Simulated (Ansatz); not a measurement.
# Squeezing and shearing random zinc-blende (B, In, Al)As solid solution (64 atoms): runs compared

How stiff is random zinc-blende (B, In, Al)As solid solution (64 atoms), and how do its levels respond to strain?

Computed with Ansatz 0.2.0: Kohn-Sham DFT, PBE, PAW (set soft_1), plane waves.

## (1) The cell as built

The cell holds 64 atoms: 10 B, 32 As, 11 Al and 11 In. Its edges and angles: a = 10.998 Å, b = 10.998 Å, c = 10.998 Å, α = 90.0°, β = 90.0°, γ = 90.0°. It derives from BAs and InAs and AlAs. Zinc-blende lattice (a = 5.499 Å, the mean of the end members), 2 x 2 x 2 cells, metal sites filled at random with 10 B, 11 In, 11 Al; every coordinate displaced by a Gaussian of 0.05 Å.

What the set-up can't give: Sampling is at Γ alone.

## (2) The reference run

The reference is a single point at the end of the relaxation.

Every strained cell starts from the geometry of this run, and its atoms are relaxed with the cell held.

Its input, with most atom lines left out:

```yaml
crystal:
  lattice:
    - [11.12868, 0.01926, -0.00505]
    - [0.01926, 11.25953, 0.02174]
    - [-0.00505, 0.02174, 11.15577]
  atoms:
    - { symbol: B, position: [0.00046, 0.01857, 0.01248] }
    - { symbol: As, position: [0.13781, 0.11729, 0.1186] }
    - { symbol: Al, position: [0.00272, 0.23996, 0.23927] }
    - { symbol: As, position: [0.13729, 0.37379, 0.35362] }
    - { symbol: B, position: [0.26243, 0.01527, 0.23699] }
    - { symbol: As, position: [0.38677, 0.11622, 0.35536] }
    - { symbol: B, position: [0.24847, 0.23039, 0.01438] }
    [... atom lines 8 to 64 left out ...]
kpoints:
  mp_grid: { grid: [1, 1, 1] }
hamiltonian:
  xc: pbe
  pseudopotentials: { kind: paw, azcp: { folder: soft_1 } }
scf:
  occupations: { method: fermi_dirac, width: 0.025 }
output:
  forces: true
  stress: true
  populations: true
  dos:
    method: { smearing: { sigma: 0.15 } }
    de: 0.1
    projected: { site_lists: { Al: [Al], As: [As], B: [B], In: [In] } }
  eigenvalues: true
  write_density: true
  write_potential: true
  volumetric_format: npy
  elf: true
```

| Item | Value |
| --- | --- |
| free energy per atom | -3506.9704 eV/atom |
| r.m.s. force component | 0.00899 eV/Å |
| pressure | 0.01867 GPa |

Filled and empty levels are parted by 0.466 eV at Γ alone; the mesh holds the band edges only if they fold onto it, so the gap at this level can be narrower or closed, while semilocal functionals tend to narrow gaps against experiment.

## (3) The runs

Each row is one run, on 4 threads of AMD EPYC 9R14 (Zen 4), shared host. The free energy is the program's total, comparable only between runs with the same functional, potentials and atoms.

| run | atoms | outcome | ionic steps, all passes | free energy (eV) | time | host memory (GiB) |
| --- | --- | --- | --- | --- | --- | --- |
| Single point at the start | 64 | converged | - | -224421.353 | 11 s | 1.8 |
| Cell and atoms relaxed | 64 | converged | 8 | -224446.106 | 71 s | 1.9 |
| Single point at the relaxed geometry | 64 | converged | - | -224446.106 | 18 s | 2.0 |
| Volume -3 % | 64 | converged | 3 | -224445.812 | 33 s | 1.9 |
| Volume +3 % | 64 | converged | 3 | -224445.850 | 34 s | 2.1 |
| Volume -6 % | 64 | converged | 4 | -224444.881 | 41 s | 1.9 |
| Volume +6 % | 64 | converged | 3 | -224445.120 | 34 s | 2.1 |
| Volume -10 % | 64 | converged | 8 | -224442.599 | 78 s | 1.8 |
| Stretched by 1 % along x | 64 | converged | 2 | -224446.060 | 24 s | 2.0 |
| Compressed by 1 % along x | 64 | converged | 2 | -224446.058 | 23 s | 2.0 |
| Sheared by 2 % in xy | 64 | converged | 3 | -224446.015 | 33 s | 2.0 |

In some runs the program notes that the SCF threshold is loose for the stress.

## (4) Pressure against volume

Atoms are relaxed at each volume, in the scaled cell.

| volume change (%) | volume (Å³/atom) | energy change (meV/atom) | pressure (GPa) | largest move on relaxing (Å) | bonds | gap (eV) |
| --- | --- | --- | --- | --- | --- | --- |
| -10 | 19.657 | 54.80 | 8.26 | 0.52 | 128 | 0.565 |
| -6 | 20.531 | 19.13 | 4.91 | 0.11 | 128 | 0.606 |
| -3 | 21.186 | 4.60 | 2.30 | 0.04 | 128 | 0.554 |
| +0 | 21.841 | 0.00 | 0.02 | - | 128 | 0.466 |
| +3 | 22.497 | 4.01 | -1.94 | 0.04 | 128 | 0.359 |
| +6 | 23.152 | 15.40 | -3.59 | 0.07 | 128 | 0.240 |

## (5) Uniaxial strain and shear

Stress (GPa, compression positive) less that of the relaxed cell, atoms relaxed:

| strain | xx | yy | zz | xy | energy change (meV/atom) |
| --- | --- | --- | --- | --- | --- |
| stretched by 1 % along x | -1.065 | -0.485 | -0.484 | -0.006 | 0.71 |
| compressed by 1 % along x | 1.075 | 0.519 | 0.524 | -0.002 | 0.75 |
| sheared by 2 % in xy | 0.010 | 0.011 | -0.023 | -1.030 | 1.42 |

## (6) What came out

The bulk modulus, from the slope of pressure against ln V over the three points nearest the relaxed volume, is 70.7 GPa; between neighbouring points the slope runs 77, 83, 75, 66 and 58 GPa from the smallest volume up, without a steady fall, so no pressure derivative is given. At -10 % some atom moved by over 0.5 Å on relaxing, so that point may sit in another local minimum. The gap goes from 0.565 eV at the smallest volume to 0.240 eV at the largest, -2.1 eV per unit of ln V by a straight line, not monotonically (lowest 0.240, highest 0.606 eV), on the run's k-points. In the Cartesian axes of the cell, finite differences give C11 = 107, C12 = 50.2, C13 = 50.4 and C66 = 51.5 GPa (the shear of 2 % is the engineering strain, εxy = 0.01). The mean of C11, C12 and C13, which equals the bulk modulus in a cubic or isotropic solid, is 69.2 GPa: it agrees with the bulk modulus within 10 %.

**Limits.** Strains are finite and relaxations stop at the force tolerance of the input, which can leave moduli too stiff; they are those of a static cell at zero temperature. Volumes are changed with the cell's shape held, so in an anisotropic solid the modulus lies over the one under free hydrostatic load. The program notes that the SCF threshold of the relaxations is loose for the stress. The host structure and its lattice constant were typed by rule, without a check against the phase diagram.

The DFT runs together took 6.7 min of wall time.

[Logs are printed without paths, hosts, clocks, repeated set-up lines and the standing remarks that a program may print on its own settings, such as how far it seeks lower states.]

[Hosts, paths, dates, database ids (printed as entryN), source tags and the programs' standing remarks are cut or masked in the printed files.]
